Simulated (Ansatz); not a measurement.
## CdS (Hawleyite, F-43m): a volume series of phonon spectra

Wanted: mode Grüneisen parameters of CdS (Hawleyite) and a free-energy fit over volumes.

Main program and level: Ansatz 0.2.0; DFT PBE, scalar-relativistic, plane waves, PAW.

## (1) The structure

Symmetry: F-43m, No. 216, cubic system. The conventional cell has a = 5.833 Å, b = 5.833 Å, c = 5.833 Å, α = 90.00°, β = 90.00°, γ = 90.00°. Cd has 4 S at 2.53 Å nearest. Nearest to S lie 4 Cd at 2.53 Å. Farther neighbours and most contacts between anions are not listed.

## (2) A first coarse run

Before spending time, one coarse run tells the gap and the pressure of the starting cell.

The input, input.yaml:

```yaml
crystal:
  lattice:
    - [0.0, 2.9165, 2.9165]
    - [2.9165, 0.0, 2.9165]
    - [2.9165, 2.9165, 0.0]
  atoms:
    - { symbol: Cd, position: [0.0, 0.0, 0.0] }
    - { symbol: S, position: [0.25, 0.25, 0.25] }
kpoints:
  mp_grid: { grid: [6, 6, 6] }
hamiltonian:
  xc: pbe
scf:
  occupations: { method: gaussian, width: 0.1 }
output:
  forces: true
  stress: true
  eigenvalues: true
```

The run is started by

```console
ansatz run input.yaml --threads 2 --pin off --max-ram 5120MiB --backend cpu --events-out ev --progress --plain --runs-dir out
```

Numbers of over 12 decimals in the logs are rounded to 6 here.

The program printed:

```text
Engine: ansatz 0.2.0, aarch64-unknown-linux-gnu
Pseudopotentials: kind: paw
Pseudopotential: Cd, paw, valence charge 20, recommended cutoff 420 eV (normal), Cd.paw.azcp
Pseudopotential: S, paw, valence charge 6, recommended cutoff 420 eV (normal), S.paw.azcp
Functional definition: PBE
  parameter kappa = 0.804
  parameter beta = 0.066725
  exchange = pbe_x(kappa = kappa, mu = beta*pi^2/3)
  correlation = pbe_c(beta = beta)
Crystal: 2 atoms, lattice volume = 49.615 Å³
Basis set: ecut = 420 eV, 941 PW (Γ), exchange–correlation on 60×60×60 points (8 copies of the dense FFT grid, shifted against one another)
Bands: 17, of which v1, the nominal top of the filled ones, is band 13 counted from 1 (12 counted from 0)
Symmetry: 24 space group operations
Space group: F-43m (ITA 216), of the structure as read, at distance tolerance 3.7e-5 Å
k-points: 16 of 216 (time reversal used)
Non-local potential: Cd, projectors of the file, l = 0: 3, l = 1: 2, l = 2: 2, l = 3: 1
Non-local potential: S, projectors of the file, l = 0: 2, l = 1: 2, l = 2: 2
PAW form: soft (Blöchl's): semilocal exchange-correlation on the pseudo side does not see the compensation charge
PAW one-centre angular grid: Cd, 590 points (default); XC on 64 Gauss nodes
PAW one-centre angular grid: S, 110 points (default); XC on 64 Gauss nodes
Initial density: superposition of atomic densities (neutral atoms: chi_scale 0, normalization atom), corrected by the library's trained network
Initial wavefunctions: pseudopotential atomic-orbital guess
Functional: x = pbe(κ = 0.804, μ = 0.219515), c = pbe(β = 0.066725)
SCF iter   1: F=—  HF=-9157.804935 eV  |F-HF|=—  |Δ(HF+E_count)|=         —  Δρ=5.60e-4  dr2=1.66e-4  ethr=1.77e-3  ⟨swp⟩=5.1  Hψ=1303  notcnv=0
preconditioner: auto → none  [insulator: Δε(μ)=1.141 eV  Ē_g=12.375 eV  σ=0.100 eV  W_gap=1.00  n_scr=14 (ndim 8)  ℏωp=22.4 eV  f_vac=0.128  D(μ)=0.00/eV (n_scr^D=0)  ε∞_Penn≈4.3]
SCF iter   2: F=—  HF=-9157.805623 eV  |F-HF|=—  |Δ(HF+E_count)|=   6.88e-4  Δρ=3.11e-4  dr2=2.66e-5  ethr=6.40e-7  ⟨swp⟩=2.7  Hψ=628  notcnv=0
SCF iter   3: F=—  HF=-9157.805651 eV  |F-HF|=—  |Δ(HF+E_count)|=   2.88e-5  Δρ=1.13e-4  dr2=2.59e-6  ethr=1.02e-7  ⟨swp⟩=2.7  Hψ=525  notcnv=0
SCF iter   4: F=—  HF=-9157.805672 eV  |F-HF|=—  |Δ(HF+E_count)|=   2.03e-5  Δρ=2.91e-5  dr2=2.20e-7  ethr=9.97e-9  ⟨swp⟩=2.0  Hψ=416  notcnv=0
iter 5 did not close the SCF: its close was put off for the readings that it lacked (scf_convergence_deferred on its scf_iter line)
SCF iter   5: F=-9157.805673 eV  HF=-9157.805673 eV  |F-HF|=6.80e-8  |Δ(HF+E_count)|=   1.37e-6  Δρ=8.10e-6  dr2=4.42e-8  ethr=8.46e-10  ⟨swp⟩=2.0  Hψ=416  notcnv=0
SCF iter   6: F=-9157.805673 eV  HF=-9157.805673 eV  |F-HF|=2.59e-9  |Δ(HF+E_count)|=   8.82e-8  Δρ=3.49e-6  dr2=4.19e-9  ethr=1.70e-10  ⟨swp⟩=2.1  Hψ=948  notcnv=0
SCF 1 converged in 6 iterations: F = -9157.805673 eV  dr2 = 4.19e-9
  greatest PAW one-centre occupation: 1.000 electrons in one spin orbital (limit 2), on the Cd atom at site 0 (counted from 0), in its partial waves of l = 0
SCF converged after 6 iterations
Free energy (F): -9157.805673 eV
Harris-Foulkes:  -9157.805673 eV  (|F-HF|=2.59e-9)
Internal energy: -9157.805673 eV  (E = F + TS)
E sigma→0 (E₀):  -9157.805673 eV
Fermi energy:    7.489160 eV
--- Per-component energies (eV) ---
  E_band       = -506.630549
  E_kinetic    = 612.040924
  E_local      = -4012.173654  (includes V_loc(G=0)·N_el)
  E_nonlocal   = 62.141067
  E_hartree    = 1842.922282
  E_xc         = -273.993116
  E_vxc        = -309.247280  (∫ρ·V_xc dr)
  E_paw        = -4683.761893  (= ΣΔE_a)
  E_vpaw       = -545.234911  (= ΣTr[D̂ρ^β])
  E_aug_tail   = 0.000016  (compensation charges beyond the density's cutoff)
  E_ewald      = -2704.981299
  E_smearing   = -0.000000  (= −TS)
  E_closure    = -0.000000  (closes the sum)
  Σ components = -9157.805673   (vs F -9157.805673, Δ=0.00e0)
--- Forces (eV/Å), atoms counted from 1 ---
  atom   1  Cd     0.00000000    -0.00000000     0.00000000
  atom   2  S     -0.00000000     0.00000000     0.00000000
  max |Σ_I F_I| component: 1.39e-16 eV/Å
--- Stress (GPa, compression-positive) ---
        2.855884      -0.000000       0.000000
        0.000000       2.855884       0.000000
       -0.000000       0.000000       2.855884
  P = ⅓ Tr σ = 2.8559 GPa (28.559 kbar)
--- Band table (eV; the first three rows and the last of 16) ---
  k-point 0: bands = [... 9 lower, -0.3308, 6.9122, 6.9122, 6.9122, 8.0566, 13.4366, 13.4366, 13.4366]
  k-point 1: bands = [... 9 lower, -0.3316, 5.4057, 6.7076, 6.7076, 9.2186, 13.0972, 13.7518, 13.7518]
  k-point 2: bands = [... 9 lower, -0.3142, 3.5117, 6.3348, 6.3348, 9.8883, 13.6226, 13.9797, 13.9797]
  k-point 15: bands = [... 9 lower, 0.2559, 3.0016, 4.7407, 4.8030, 11.6360, 12.0129, 15.0823, 15.2796]
```

The job ended after 0.8 s (2 threads of Arm Neoverse V2, shared host; peak memory 0.28 GiB).

Numbers from this step:

```yaml
pressure: 2.856 GPa
gap_on_the_k_mesh: 1.144 eV
volume_per_atom: 24.81 Å³
```

The start is under 2.9 GPa at this level and looks like an insulator or semiconductor on this mesh.

## (3) Relaxation

The vibrations must be taken about the equilibrium of this functional, not about the starting cell, so the structure is relaxed.

input.yaml, the sections that differ from step 2:

```yaml
kpoints:
  mp_grid: { grid: [8, 8, 8] }
scf:
  occupations: { method: gaussian, width: 0.02 }
output:
  forces: true
  stress: true
  eigenvalues: true
  write_density: true
  write_potential: true
  elf: true
  volumetric_format: npy
relax:
  adjacent_minimum: "off"
  f_tol: 0.005
  max_steps: 80
  cell: { stress_tol: 0.05 }
# crystal, hamiltonian: as in step 2
```

The program printed:

```text
[...]
Crystal: 2 atoms, lattice volume = 49.615 Å³
Basis set: ecut = 420 eV, 941 PW (Γ), exchange–correlation on 60×60×60 points (8 copies of the dense FFT grid, shifted against one another)
Bands: 17, of which v1, the nominal top of the filled ones, is band 13 counted from 1 (12 counted from 0)
Symmetry: 24 space group operations
[...]
k-points: 29 of 512 (time reversal used)
[...]
SCF iter   1: F=—  HF=-9157.807088 eV  |F-HF|=—  |Δ(HF+E_count)|=         —  Δρ=5.91e-4  dr2=2.14e-4  ethr=1.77e-3  ⟨swp⟩=5.8  Hψ=2517  notcnv=0
[...]
SCF iter   6: F=-9157.807818 eV  HF=-9157.807818 eV  |F-HF|=2.58e-9  |Δ(HF+E_count)|=   5.93e-8  Δρ=2.92e-6  dr2=2.96e-9  ethr=1.29e-10  ⟨swp⟩=5.2  Hψ=2739  notcnv=0
SCF 1 converged in 6 iterations: F = -9157.807818 eV  dr2 = 2.96e-9
[...]
relax step   1: F+E_penalty+E_count = -9157.80781762 eV  Δ(F+E_penalty+E_count) = +0.000e0 eV  max|allowed force component| = 1.665e-16 eV/Å  Δτ_max = 0.0000 Å  P = +2.848 GPa  Ω = 49.615 Å³  (6 SCF iters, dr2 threshold 1.00e-7 eV, accepted)
Crystal: 2 atoms, lattice volume = 51.912 Å³
Basis set: ecut = 420 eV, 965 PW (Γ), exchange–correlation on 60×60×60 points (8 copies of the dense FFT grid, shifted against one another)
[...]
iter 1 solved again at ethr=4.34e-6 eV; its pass at ethr=3.10e-3 eV (dr2=1.13e-3 eV) is discarded
[...]
SCF iter   5: F=-9157.827934 eV  HF=-9157.827934 eV  |F-HF|=1.66e-7  |Δ(HF+E_count)|=   5.49e-8  Δρ=1.77e-5  dr2=1.14e-7  ethr=7.69e-10  ⟨swp⟩=6.2  Hψ=3143  notcnv=0
SCF 2 converged in 5 iterations: F = -9157.827934 eV  dr2 = 1.14e-7
relax step   2: F+E_penalty+E_count = -9157.82793438 eV  Δ(F+E_penalty+E_count) = -2.012e-2 eV  max|allowed force component| = 8.558e-17 eV/Å  Δτ_max = 0.0000 Å  P = +0.141 GPa  Ω = 51.912 Å³  energy of the carried Pulay correction = -5.114e-4 eV  (5 SCF iters, dr2 threshold 2.00e-7 eV, accepted)
Crystal: 2 atoms, lattice volume = 52.038 Å³
[...]
SCF iter   4: F=-9157.827968 eV  HF=-9157.827968 eV  |F-HF|=2.72e-9  |Δ(HF+E_count)|=   9.24e-8  Δρ=4.40e-6  dr2=7.31e-9  ethr=1.92e-10  ⟨swp⟩=8.9  Hψ=3134  notcnv=0
SCF 3 converged in 4 iterations: F = -9157.827968 eV  dr2 = 7.31e-9
relax step   3: F+E_penalty+E_count = -9157.82796765 eV  Δ(F+E_penalty+E_count) = -3.327e-5 eV  max|allowed force component| = 5.320e-17 eV/Å  Δτ_max = 0.0000 Å  P = +0.012 GPa  Ω = 52.038 Å³  energy of the carried Pulay correction = -5.386e-4 eV  (4 SCF iters, dr2 threshold 5.00e-8 eV, accepted)
[...]
SCF iter   6: F=-9157.828470 eV  HF=-9157.828470 eV  |F-HF|=0.00e0  |Δ(HF+E_count)|=  3.24e-10  Δρ=1.11e-7  dr2=1.93e-12  ethr=1.00e-12  ⟨swp⟩=5.2  Hψ=2009  notcnv=0
SCF 4 converged in 6 iterations: F = -9157.828470 eV  dr2 = 1.93e-12
relax step   4: F+E_penalty+E_count = -9157.82847030 eV  Δ(F+E_penalty+E_count) = -5.027e-4 eV  max|allowed force component| = 5.551e-17 eV/Å  Δτ_max = 0.0000 Å  P = +0.006 GPa  Ω = 52.038 Å³  stress off target by 6.30e-3 GPa  SCF on the basis re-selected at this cell (its energy is not comparable with the rows above)  (6 SCF iters)
basis re-selected at this cell: Δ(F+E_penalty+E_count) = -5.027e-4 eV, ΔP = -0.006 GPa vs the last step (what re-selecting the basis moved, of the pressure what is left beyond the Pulay correction that the steps carried, after the strain that the cell walked since its last selection, with what the two solves' SCF thresholds leave and, on support functions, any second-order correction that the steps lacked; it is no m [...]
SCF converged after 6 iterations
Free energy (F): -9157.828470 eV
[...]
Internal energy: -9157.828470 eV  (E = F + TS)
E sigma→0 (E₀):  -9157.828470 eV
Fermi energy:    6.775939 eV
[...]
--- Stress (GPa, compression-positive) ---
        0.006298      -0.000000      -0.000000
       -0.000000       0.006298       0.000000
       -0.000000       0.000000       0.006298
  P = ⅓ Tr σ = 0.0063 GPa (0.063 kbar)
--- Band table (eV; the first three rows and the last of 29) ---
  k-point 0: bands = [... 9 lower, -0.8898, 6.2549, 6.2549, 6.2549, 7.2966, 12.7865, 12.7865, 12.7865]
  k-point 1: bands = [... 9 lower, -0.8906, 5.2626, 6.1442, 6.1442, 8.1293, 12.5144, 12.9722, 12.9722]
  k-point 2: bands = [... 9 lower, -0.8858, 3.8771, 5.8940, 5.8940, 8.9297, 12.4743, 13.2632, 13.2632]
  k-point 28: bands = [... 9 lower, -0.3339, 2.5808, 4.1965, 4.2344, 11.4729, 11.6911, 13.3830, 14.2913]
--- Relaxed structure (3 steps of the walk, 3 accepted, 1 SCFs on fresh bases) ---
  F+E_penalty+E_count = -9157.82847030 eV   max|allowed force component| = 5.551e-17 eV/Å   (the final SCF, on the basis selected at the relaxed cell)
  cell:  # Å, volume = 52.0377 Å³
    - [0, 2.963211, 2.963211]
    - [2.963211, 0, 2.963211]
    - [2.963211, 2.963211, 0]
  atoms:
    - { symbol: Cd, position: [0, 0, 0] }
    - { symbol: S, position: [0.250000, 0.250000, 0.250000] }
```

Run time: 4.4 s. Hardware: 2 threads; peak memory 0.33 GiB.

The steps of the relaxation:

| step | energy less that of the first step (eV) | largest force component (eV/Å) | pressure (GPa) | volume (Å³) |
| --- | --- | --- | --- | --- |
| 1 | 0.0000 | 0.0000 | 2.85 | 49.62 |
| 2 | -0.0201 | 0.0000 | 0.14 | 51.91 |
| 3 | -0.0202 | 0.0000 | 0.01 | 52.04 |
| 4* | -0.0207 | 0.0000 | 0.01 | 52.04 |

Relaxation steps marked * repeat the geometry before them on a plane-wave basis chosen anew for their cell, so energy and pressure can jump there.

Forces are held to the 24 operations that the run works with; a distortion that breaks them can't arise in this run.

| conventional cell, symmetrised | before | after | change |
| --- | --- | --- | --- |
| a (Å) | 5.833 | 5.926 | +1.6 % |
| b (Å) | 5.833 | 5.926 | +1.6 % |
| c (Å) | 5.833 | 5.926 | +1.6 % |
| volume (Å³/atom) | 24.81 | 26.02 | +4.9 % |

Final coordinates:

```xyz
2
Lattice="0.0000 2.9632 2.9632 2.9632 0.0000 2.9632 2.9632 2.9632 0.0000" Properties=species:S:1:pos:R:3 pbc="T T T"
Cd    0.0000    0.0000    0.0000
S     1.4816    1.4816    1.4816
```

This step gave:

| Quantity | Value |
| --- | --- |
| pressure | 0.006298 GPa |
| gap on the k-mesh | 1.042 eV |
| volume per atom | 26.02 Å³ |

Electrostatic potential energy in the ac plane of a cell with a along [110], b along [-110] and c along [001] of the cube at fractional y = 0.000, with atoms of Cd and S within 0.2 Å of it. With pseudopotentials it is smooth inside the atoms' cores, unlike the true potential.

Ten even steps from '_' (-27 eV) to '@' (12 eV), each cell a mean:
```
__::==%%@@@@@@@@%%==::__..--**%%@@%%@@%%**--..
::--**%%##++++##%%**--::--++##%%**==**%%##++--
**##%%##::____::##%%##****##%%++______++%%##**
%%@@%%**__....__**%%@@%%@@@@%%::__..__--%%@@@@
@@@@@@**______..**@@@@@@@@@@%%--______--%%@@@@
@@@@@@%%==....++%%@@@@@@@@@@@@##::..--##@@@@@@
@@@@@@@@%%####%%@@@@@@@@@@@@@@@@%%##%%@@@@@@@@
@@@@@@@@@@@@@@@@@@@@@@@@@@@@@@@@@@@@@@@@@@@@@@
@@@@@@@@@@@@@@@@@@@@@@@@@@@@@@@@@@@@@@@@@@@@@@
@@@@@@@@@@@@@@@@@@@@@@@@@@@@@@@@@@@@@@@@@@@@@@
@@@@@@@@@@@@@@@@@@@@@@@@@@@@@@@@@@@@@@@@@@@@@@
@@@@@@@@@@@@@@@@@@@@@@@@@@@@@@@@@@@@@@@@@@@@@@
%%%%@@@@@@@@@@@@@@@@%%%%%%%%@@@@@@@@@@@@@@%%%%
==++##@@@@@@@@@@@@##++====**%%@@@@@@@@@@%%**==
..::++%%@@@@@@@@%%++::..::==##@@@@@@@@@@##--::
__..==##@@@@@@@@##==..____::**%%@@@@@@%%**::__
```
Columns run along a (8.4 Å; values clipped at the 3rd and 97th percentile), rows up along c (5.9 Å), edges of the conventional cell, whose origin can differ from the input's. Atoms in or near the plane, at fractional coordinates: Cd at (0.50, 0.00), Cd at (0.00, 0.00), S at (0.75, 0.75), S at (0.25, 0.75).

Valence density in the ac plane of a cell with a along [110], b along [-110] and c along [001] of the cube at fractional y = 0.000, with atoms of Cd and S within 0.2 Å of it. It is the smooth field of the valence electrons, not physical close to the nuclei.

Ten steps, logarithmic in the rise over the least value, from '_' (0 e/Å³) to '@' (22 e/Å³), each cell a mean:
```
@@##==............==##@@%%**::..........::**%%
**++::::::----::::::++****--::::----::::::==**
::::..::--------::..::::::..::----------::::::
__....----::::--::....____..::----..----::..__
____..::--------::..________::----::----..____
______..--------..__________..::------::..____
______....::::....____________..::::::..______
__________....__________________......________
______________________________________________
______________________________________________
______________________________________________
______________________________________________
....________________......__________________..
==--..____________..--====::..__________..::==
%%**--..________..--**%%##++::__________::++##
@@%%==..________..==%%@@@@**::..______..--**@@
```
Columns run along a (8.4 Å), rows up along c (5.9 Å), edges of the conventional cell, whose origin can differ from the input's. Atoms in or near the plane, at fractional coordinates: Cd at (0.50, 0.00), Cd at (0.00, 0.00), S at (0.75, 0.75), S at (0.25, 0.75).

ELF in the ac plane of a cell with a along [110], b along [-110] and c along [001] of the cube at fractional y = 0.000, with atoms of Cd and S within 0.2 Å of it. It is the smooth field of the valence electrons, not physical close to the nuclei.

Values, 9 rows by 16 columns, each cell a mean:
```
0.60 0.32 0.34 0.70 0.74 0.48 0.25 0.53 0.60 0.32 0.34 0.70 0.74 0.48 0.25 0.53
0.21 0.29 0.76 0.67 0.56 0.82 0.43 0.20 0.21 0.29 0.76 0.67 0.56 0.82 0.43 0.20
0.10 0.45 0.80 0.51 0.37 0.78 0.61 0.16 0.10 0.45 0.80 0.51 0.37 0.78 0.61 0.16
0.03 0.24 0.61 0.78 0.80 0.69 0.37 0.06 0.03 0.24 0.61 0.78 0.80 0.69 0.37 0.06
0.01 0.04 0.16 0.33 0.36 0.22 0.06 0.01 0.01 0.04 0.16 0.33 0.36 0.22 0.06 0.01
0.02 0.02 0.02 0.03 0.04 0.02 0.02 0.02 0.02 0.02 0.02 0.03 0.04 0.02 0.02 0.02
0.10 0.07 0.04 0.01 0.01 0.02 0.06 0.09 0.10 0.07 0.04 0.01 0.01 0.02 0.06 0.09
0.29 0.21 0.12 0.04 0.03 0.09 0.18 0.27 0.29 0.21 0.12 0.04 0.03 0.09 0.18 0.27
0.70 0.40 0.17 0.20 0.22 0.16 0.31 0.62 0.70 0.40 0.17 0.20 0.22 0.16 0.31 0.62
```
Columns run along a (8.4 Å), rows up along c (5.9 Å), edges of the conventional cell, whose origin can differ from the input's. Atoms in or near the plane, at fractional coordinates: Cd at (0.50, 0.00), Cd at (0.00, 0.00), S at (0.75, 0.75), S at (0.25, 0.75).

The relaxation ends with a pressure of 0.01 GPa.

## (4) Tight relaxation

The relaxation is repeated with tighter thresholds on force and stress, since phonons are sensitive to what is left; a change of mesh or smearing in the input moves the cell too.

The input, input.yaml:

```yaml
crystal:
  lattice:
    - [0.0, 2.9632113916, 2.9632113916]
    - [2.9632113916, 0.0, 2.9632113916]
    - [2.9632113916, 2.9632113916, 0.0]
  atoms:
    - { symbol: Cd, position: [0.0, 0.0, 0.0] }
    - { symbol: S, position: [0.25, 0.25, 0.25] }
kpoints:
  mp_grid: { grid: [8, 8, 8] }
hamiltonian:
  xc: pbe
scf:
  occupations: { method: fixed }
output:
  forces: true
  stress: true
  eigenvalues: true
relax:
  adjacent_minimum: "off"
  f_tol: 0.001
  max_steps: 60
  cell: { stress_tol: 0.01 }
```

The program printed:

```text
[...]
Crystal: 2 atoms, lattice volume = 52.038 Å³
Basis set: ecut = 420 eV, 965 PW (Γ), exchange–correlation on 60×60×60 points (8 copies of the dense FFT grid, shifted against one another)
Bands: 17, of which v1, the nominal top of the filled ones, is band 13 counted from 1 (12 counted from 0)
Symmetry: 24 space group operations
[...]
k-points: 29 of 512 (time reversal used)
[...]
k-point 28: bands = [... 9 lower, -0.3339, 2.5808, 4.1965, 4.2344, 11.4729, 11.6911, 13.3830, 14.2913]
--- Relaxed structure (1 steps of the walk, 1 accepted, 1 SCFs on fresh bases) ---
[...]
cell:  # Å, volume = 52.0377 Å³
    - [0.0, 2.9632113916, 2.9632113916]
    - [2.9632113916, 0.0, 2.9632113916]
    - [2.9632113916, 2.9632113916, 0.0]
  atoms:
    - { symbol: Cd, position: [0.0, 0.0, 0.0] }
    - { symbol: S, position: [0.250000, 0.250000, 0.250000] }
[key lines of the parts left out:]
SCF converged after 5 iterations
Free energy (F): -9157.828470 eV
Fermi energy:    6.254899 eV
P = ⅓ Tr σ = 0.0063 GPa (0.063 kbar)
```

Elapsed: 2.3 s, on 2 threads; peak memory 0.32 GiB.

Little changed from the start: no atom moved by 0.005 Å and no cell edge by 0.1 %.

The residual pressure is 0.0063 GPa, small enough for phonons.

(Continued in part 2 of 4.)

[Logs are printed without paths, hosts, clocks, repeated set-up lines and the standing remarks that a program may print on its own settings, such as how far it seeks lower states.]

[Hosts, paths, dates, database ids (printed as entryN), source tags and the programs' standing remarks are cut or masked in the printed files.]

[A step with changed settings may run another functional than the one named; its input shows which.]

[Of the runs on displaced cells, only some may be shown.]
